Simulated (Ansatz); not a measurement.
## Bi2Se3 (Paraguanajuatite): a many-body input that goes wrong, and its mend

Aim: the G0W0 gap of Bi2Se3 (Paraguanajuatite). The first input has a fault.

Method: G0W0 on PBE, plane waves, PAW, in Ansatz 0.2.0.

## (1) Set-up

The structure is trigonal, space group R-3m (No. 166). Conventional cell: a = 4.143 Å, b = 4.143 Å, c = 28.636 Å, α = 90.00°, β = 90.00°, γ = 120.00°. Nearest to Bi lie 6 Se at 2.85 to 3.07 Å. Nearest to Se lie 6 Bi at 3.07 Å. Nearest to Se lie 3 Bi at 2.85 Å. Farther neighbours and most contacts between anions are not listed.

The cell and positions come from the Crystallography Open Database and are kept as given unless a step says otherwise. Spin-orbit coupling is left out unless a step names it. The default PAW set here is soft_2. Its files were made with PBE.

## (2) First try

File input.yaml:

```yaml
crystal:
  lattice:
    - [2.0715, 1.1959810826, 9.5453333333]
    - [-2.0715, 1.1959810826, 9.5453333333]
    - [0.0, -2.3919621653, 9.5453333333]
  atoms:
    - { symbol: Bi, position: [0.4008, 0.4008, 0.4008] }
    - { symbol: Bi, position: [0.5992, 0.5992, 0.5992] }
    - { symbol: Se, position: [0.0, 0.0, 0.0] }
    - { symbol: Se, position: [0.2117, 0.2117, 0.2117] }
    - { symbol: Se, position: [0.7883, 0.7883, 0.7883] }
kpoints:
  mp_grid: { grid: [4, 4, 4] }
hamiltonian:
  xc: pbe
scf:
  occupations: { method: fixed }
gw:
  n_empty_bands: 230
  ecut_chi: 10
  qp_bands: [v2, c2]
  qp_kpoints: band_edges
  screening: { model: contour_deformation }
```

Command:

```
$ ansatz run input.yaml --threads 3 --pin off --max-ram 92160MiB --backend cuda --events-out ev --progress --plain --runs-dir out --devices 1 --max-vram 13GiB
```

Numbers of over 12 decimals in the logs are rounded to 6 here.

The program printed:

```text
GPUs: using 1 of 1 available (devices: 1).
Engine: ansatz 0.2.0, x86_64-unknown-linux-gnu
Pseudopotentials: kind: paw
Pseudopotential: Bi, paw, valence charge 15, recommended cutoff 420 eV (normal), Bi.paw.azcp
Pseudopotential: Se, paw, valence charge 16, recommended cutoff 420 eV (normal), Se.paw.azcp
Functional definition: PBE
  parameter kappa = 0.804
  parameter beta = 0.066725
  exchange = pbe_x(kappa = kappa, mu = beta*pi^2/3)
  correlation = pbe_c(beta = beta)
device memory: the entry about to start is reckoned to put 4.7 GiB on a device that reports 34.5 GiB free (of which the cap on the GPU budget leaves the run 13.0 GiB)
GPU FFT provider: cuFFT
GPU libraries: cuBLAS 13.8.2, cuFFT 12.4.0, cuSOLVER 12.3.4
Crystal: 5 atoms, lattice volume = 141.890 Å³
Basis set: ecut = 420 eV, 2743 PW (Γ)
Bands: 47, of which v1, the nominal top of the filled ones, is band 39 counted from 1 (38 counted from 0)
Symmetry: 12 space group operations
Space group: R-3m (ITA 166), of the structure as read, at distance tolerance 5.2e-5 Å
k-points: 13 of 64
Non-local potential: Bi, projectors of the file, l = 0: 2, l = 1: 2, l = 2: 2, l = 3: 2
Non-local potential: Se, projectors of the file, l = 0: 2, l = 1: 2, l = 2: 3, l = 3: 1
PAW form: soft (Blöchl's): semilocal exchange-correlation on the pseudo side does not see the compensation charge
PAW one-centre angular grid: Bi, 590 points (default); XC on 64 Gauss nodes
PAW one-centre angular grid: Se, 590 points (default); XC on 64 Gauss nodes
Initial density: superposition of atomic densities (neutral atoms: chi_scale 0, normalization atom), corrected by the library's trained network
Initial wavefunctions: pseudopotential atomic-orbital guess
GPU buffer pool allocated for 373248 grid points (all kernels)
GPU transforms: local potential and band sums: pruned to the plane-wave sphere, on 72×72×72
Functional: x = pbe(κ = 0.804, μ = 0.219515), c = pbe(β = 0.066725)
SCF iter   1: F=—  HF=-41202.230865 eV  |F-HF|=—  |Δ(HF+E_count)|=         —  Δρ=1.34e-3  dr2=5.62e-3  ethr=1.77e-3  ⟨swp⟩=5.0  Hψ=1969  notcnv=0  defer=72
preconditioner: auto → Resta (q_TF=auto, 2.469 Å⁻¹)  ε∞=4.1  [insulator: Δε(μ)=0.207 eV  Ē_g=9.374 eV  n_scr=36 (ndim 8)  ℏωp=16.5 eV  f_vac=0.032  ε∞_Penn≈4.1]
SCF iter   2: F=—  HF=-41202.229022 eV  |F-HF|=—  |Δ(HF+E_count)|=   1.84e-3  Δρ=6.52e-4  dr2=7.57e-4  ethr=7.21e-6  ⟨swp⟩=2.9  Hψ=1071  notcnv=0  defer=75
SCF iter   3: F=—  HF=-41202.229117 eV  |F-HF|=—  |Δ(HF+E_count)|=   9.47e-5  Δρ=3.30e-4  dr2=1.80e-4  ethr=9.70e-7  ⟨swp⟩=2.2  Hψ=791  notcnv=0  defer=75
SCF iter   4: F=—  HF=-41202.229230 eV  |F-HF|=—  |Δ(HF+E_count)|=   1.14e-4  Δρ=1.25e-4  dr2=2.85e-5  ethr=2.30e-7  ⟨swp⟩=2.2  Hψ=976  notcnv=0  defer=50
SCF iter   5: F=—  HF=-41202.229248 eV  |F-HF|=—  |Δ(HF+E_count)|=   1.79e-5  Δρ=4.61e-5  dr2=3.48e-6  ethr=3.65e-8  ⟨swp⟩=2.0  Hψ=771  notcnv=0  defer=28
SCF iter   6: F=—  HF=-41202.229253 eV  |F-HF|=—  |Δ(HF+E_count)|=   4.60e-6  Δρ=1.30e-5  dr2=3.44e-7  ethr=4.47e-9  ⟨swp⟩=2.0  Hψ=959  notcnv=0  defer=28
SCF iter   7: F=-41202.229253 eV  HF=-41202.229253 eV  |F-HF|=2.73e-8  |Δ(HF+E_count)|=   2.04e-7  Δρ=5.70e-6  dr2=4.95e-8  ethr=1.28e-10  ⟨swp⟩=10.5  Hψ=2638  notcnv=0
SCF 1 converged in 7 iterations: F = -41202.229253 eV  dr2 = 4.95e-8
[...]
device memory: the entry about to start is reckoned to put 5.8 GiB on a device that reports 33.2 GiB free (of which the cap on the GPU budget leaves the run 13.0 GiB)
NSCF: frozen V_eff on 13 k-points
[...]
device memory: the entry about to start is reckoned to put 4.3 GiB on a device that reports 28.6 GiB free (of which the cap on the GPU budget leaves the run 13.0 GiB)
NSCF: frozen V_eff on 13 k-points
G₀W₀ screening: q 1/13
[... further progress lines ...]
[...]
Free energy (F): -41202.229253 eV
Harris-Foulkes:  -41202.229253 eV  (|F-HF|=2.73e-8)
Internal energy: -41202.229253 eV  (E = F + TS)
E sigma→0 (E₀):  -41202.229253 eV
Fermi energy:    9.072591 eV
--- Per-component energies (eV) ---
  E_band       = -1339.275801
  E_kinetic    = 957.785763
  E_local      = -10358.220975  (includes V_loc(G=0)·N_el)
  E_nonlocal   = -663.263514
  E_hartree    = 4611.984352
  E_xc         = -616.936611
  E_vxc        = -584.807861  (∫ρ·V_xc dr)
  E_paw        = -27059.199044  (= ΣΔE_a)
  E_vpaw       = 85.259929  (= ΣTr[D̂ρ^β])
  E_aug_tail   = -0.002644  (compensation charges beyond the density's cutoff)
  E_ewald      = -8074.376580
  E_smearing   = -0.000000  (= −TS)
  E_closure    = -0.000000  (closes the sum)
  Σ components = -41202.229253   (vs F -41202.229253, Δ=0.00e0)
--- Band table (eV; the first three rows and the last of 13) ---
  k-point 0: bands = [... 35 lower, 7.2028, 7.8651, 7.8651, 9.0726, 9.3009, 10.4736, 10.4736, 11.2056, ... 4 higher]
  k-point 1: bands = [... 35 lower, 7.2331, 7.8273, 7.9196, 8.5492, 10.2827, 11.0282, 11.2617, 11.8459, ... 4 higher]
  k-point 2: bands = [... 35 lower, 6.0778, 6.9260, 7.8393, 8.5170, 9.9203, 11.0006, 12.0416, 12.2264, ... 4 higher]
  k-point 12: bands = [... 35 lower, 7.5375, 7.6981, 7.6981, 8.6222, 9.7111, 10.7810, 10.7810, 11.1386, ... 4 higher]
--- G₀W₀: contour deformation, 8 samples at zero and on the imaginary axis and 1 off it, 64 q-points, 230 empty bands' worth ---
  eigenvalues of the whole cell's RPA ε∞ on this k-mesh (on a slab, of 1 + 4πα/V) = 23.4545, 23.4545, 53.5949; static W/v taken at q = 0 is 0.046838
  bands read: the sum over 269 bands ends inside a degenerate multiplet in 1 slot, whose members it reads at an even weight; the widest, k=0: bands 269 to 270 (counted from 1) at 1/2 each
  gw.qp_kpoints: band_edges: 7 of 13 stored k-points solved, in 1 pass; an edge of the gap read off the rows below is read off those points alone
    valence top: of the k-points left out ik 1 came nearest to being solved in a further pass, in band 39 (counted from 1, as in the quasiparticle table): it holds the edge there only if its correction is more favourable than any solved in that band by at least 0.523 eV; those differ by 0.186 eV
    conduction bottom: of the k-points left out ik 1 came nearest to being solved in a further pass, in band 40 (counted from 1, as in the quasiparticle table): it holds the edge there only if its correction is more favourable than any solved in that band by at least 0.982 eV; those differ by 0.147 eV
  `?` marks the rows in doubt; gw_qp.tsv's column doubts and the gw_qp event give each row's grounds
    ik  band        ε_KS         Σx   Σc(E_QP)       V_xc       Z   E_QP_lin       E_QP  E_QP is
     0    38      7.8651   -17.1240     2.4158   -14.8963  0.7676     8.0509     8.0532  root
     0    39      9.0726   -16.2906     1.1533   -15.5947  0.7864     9.5255     9.5300  root
     0    40      9.3009    -9.9986    -2.2482   -12.7919  0.8008     9.8755     9.8460  root
     0    41     10.4736    -9.9486    -2.7247   -13.3144  0.7899    11.1711    11.1147  root ?
     2    38      7.8393   -17.0962     2.4016   -14.8731  0.7703     8.0159     8.0178  root
     2    39      8.5170   -16.4360     1.6088   -15.1811  0.7859     8.8668     8.8707  root
     2    40      9.9203    -9.8142    -2.5197   -12.9294  0.7988    10.5433    10.5158  root
     2    41     11.0006   -10.0817    -2.7651   -13.5222  0.7894    11.7143    11.6760  root ?
     4    38      8.1046   -16.3266     1.8535   -14.7738  0.7597     8.3974     8.4053  root
     4    39      8.1688   -16.6734     2.0286   -14.9172  0.7634     8.4355     8.4412  root
     4    40     10.9345   -10.3758    -2.7168   -13.7848  0.7809    11.6344    11.6267  root
     4    41     11.0982   -10.5148    -2.7989   -14.0678  0.7706    11.8469    11.8523  root
     6    38      7.4374   -16.8487     2.6076   -14.3724  0.7379     7.5663     7.5687  root
     6    39      8.0735   -16.5230     1.9208   -14.8737  0.7802     8.3420     8.3450  root
     6    40     10.4159    -9.9552    -2.6187   -13.1649  0.7825    11.0018    11.0068  root
     6    41     11.0349    -9.6119    -2.8397   -13.1057  0.7913    11.7180    11.6889  root
[...]
8    41     10.9994   -10.2570    -2.7782   -13.7608  0.7861    11.7428    11.7249  root
    12    38      7.6981   -17.0173     2.5172   -14.6664  0.7575     7.8617     7.8643  root
    12    39      8.6222   -15.8052     1.4219   -14.7460  0.7698     8.9770     8.9849  root
    12    40      9.7111   -10.5930    -2.3271   -13.5450  0.7724    10.3157    10.3360  root
    12    41     10.7810   -10.1928    -2.7622   -13.6828  0.7667    11.4856    11.5088  root
[key lines of the parts left out:]
SCF converged after 7 iterations
```

Wall time 37 s (1 × NVIDIA H100 80GB HBM3 (shared by 6 runs) with 3 threads of AMD EPYC 7R13 (Zen 3), shared host); peak memory 1.3 GiB.

Reading the cycles: dr2 is the Hartree energy of the density residual (eV), the measure of convergence; HF is the Harris–Foulkes estimate of the energy, which meets the free energy F at convergence.

Q: What is the fault?

The run ended normally, though the input holds a fault or crude settings.

The fault: screening cutoff of 10 eV. Nearly all local fields and short-range correlation are left out.

It printed a gap of 0.32 eV, which is an artefact of the settings.

## (3) A better input

G0W0 replaces the xc potential by the self-energy, built once from these orbitals. Only a window of levels is corrected, while the sums run over the empty bands that the input names.

input.yaml, as its differences from that of step 2:

```diff
@@ -18,4 +18,4 @@
 gw:
-  n_empty_bands: 230
-  ecut_chi: 10
+  n_empty_bands: 423
+  ecut_chi: 120
   qp_bands: [v2, c2]
```

The program printed:

```text
GPUs: using 1 of 1 available (devices: 1).
[...]
GPU FFT provider: cuFFT
GPU libraries: cuBLAS 13.8.2, cuFFT 12.4.0, cuSOLVER 12.3.4
Crystal: 5 atoms, lattice volume = 141.890 Å³
Basis set: ecut = 420 eV, 2743 PW (Γ)
Bands: 47, of which v1, the nominal top of the filled ones, is band 39 counted from 1 (38 counted from 0)
Symmetry: 12 space group operations
[...]
k-points: 13 of 64
[...]
GPU buffer pool allocated for 373248 grid points (all kernels)
[...]
SCF iter   1: F=—  HF=-41202.230865 eV  |F-HF|=—  |Δ(HF+E_count)|=         —  Δρ=1.34e-3  dr2=5.62e-3  ethr=1.77e-3  ⟨swp⟩=5.0  Hψ=1969  notcnv=0  defer=72
[...]
SCF iter   7: F=-41202.229253 eV  HF=-41202.229253 eV  |F-HF|=2.73e-8  |Δ(HF+E_count)|=   2.04e-7  Δρ=5.70e-6  dr2=4.95e-8  ethr=1.28e-10  ⟨swp⟩=10.5  Hψ=2638  notcnv=0
SCF 1 converged in 7 iterations: F = -41202.229253 eV  dr2 = 4.95e-8
[...]
2    40      9.9203    -9.8142    -3.1497   -12.9294  0.7651     9.8860     9.8858  root
     2    41     11.0006   -10.0817    -3.4331   -13.5222  0.7518    11.0080    11.0080  root
     4    38      8.1046   -16.3266     1.1483   -14.7738  0.7143     7.7355     7.7002  root
     4    39      8.1688   -16.6734     1.3507   -14.9172  0.7139     7.7878     7.7634  root
[...]
7    39      8.8021   -15.4275     0.2743   -14.7918  0.7324     8.5144     8.4407  root ?
[...]
8    39      8.8075   -16.7371     0.8058   -15.5553  0.7375     8.4710     8.4316  root ?
     8    40      9.9529    -9.8978    -3.2214   -13.0985  0.7657     9.9323     9.9322  root
     8    41     10.9994   -10.2570    -3.4870   -13.7608  0.7481    11.0161    11.0161  root
    12    38      7.6981   -17.0173     1.9426   -14.6664  0.7076     7.2680     7.2897  root ?
    12    39      8.6222   -15.8052     0.6995   -14.7460  0.7233     8.3108     8.2626  root ?
    12    40      9.7111   -10.5930    -3.0186   -13.5450  0.7311     9.6453     9.6446  root
    12    41     10.7810   -10.1928    -3.4951   -13.6828  0.7290    10.7759    10.7758  root
[key lines of the parts left out:]
SCF converged after 7 iterations
Free energy (F): -41202.229253 eV
Fermi energy:    9.072591 eV
```

Run time: 2 min. Hardware: 1 × NVIDIA H100 80GB HBM3 (shared by 6 runs) with 3 threads; peak memory 1.8 GiB.

Numbers from this step:

```
bands summed                                 : 462
RPA ε∞ on this mesh (eigenvalues)            : 21.13, 21.13, 51.41
plane waves in the screening matrix          : 431
q-points in the mesh                         : 64
G0W0 gap on the mesh                         : 0.5221 eV
k of the valence top                         : 0, 0, 0
k of the conduction bottom                   : 0, 0, 0
starting gap on the mesh                     : 0.2284 eV
Z at the valence top                         : 0.7370
Z at the conduction bottom                   : 0.7688
least direct G0W0 gap on the computed points : 0.5221 eV
```

The gap on the mesh goes from 0.23 eV to 0.52 eV, a correction of +0.29 eV. The program marks an edge row as in doubt. Between the two edge states, bare exchange in place of the xc potential would open the gap by 3.49 eV, and correlation takes back 3.20 eV.

## (4) Summary of results

```
first try  : converged after 37 s
better run : G0W0 gap on the mesh 0.52 eV (4×4×4 mesh, 423 empty bands, screening to 120 eV)
```

What this shows: The second run differs in: empty bands and screening cutoff (eV). Bands and cutoff are finite, so the gap is not at the basis limit. The miss can reach some tenths of an eV and take either sign; the mesh is an error of its own. Where an edge is built on 6p states of lead, bismuth or thallium, scalar-relativistic gaps usually stand too wide, by a few tenths to over one eV. With atoms this heavy and so narrow a gap, spin-orbit coupling can invert the bands. These scalar-relativistic gaps are then model values, not to be set against experiment, and a spin-orbit change taken from DFT can't simply be added. The RPA ε∞ on this mesh reaches over 25; with a narrow direct gap a coarse mesh can overstate it, and the correction is then too small. The program marks a band-edge row as in doubt, so the gap is less sure than its digits.

[Paths, hosts, dates, memory and timing lines, banners, echoed tables and standing remarks are left out of the program output.]

[Logs are printed without paths, hosts, clocks, repeated set-up lines and the standing remarks that a program may print on its own settings, such as how far it seeks lower states.]

[Runs of the session that timed out or met a known fault of the program may be left out.]

[Cells called generated may have been cut or substituted from an entry of the Crystallography Open Database or the Materials Project.]

[Hosts, paths, dates, database ids (printed as entryN), source tags and the programs' standing remarks are cut or masked in the printed files.]
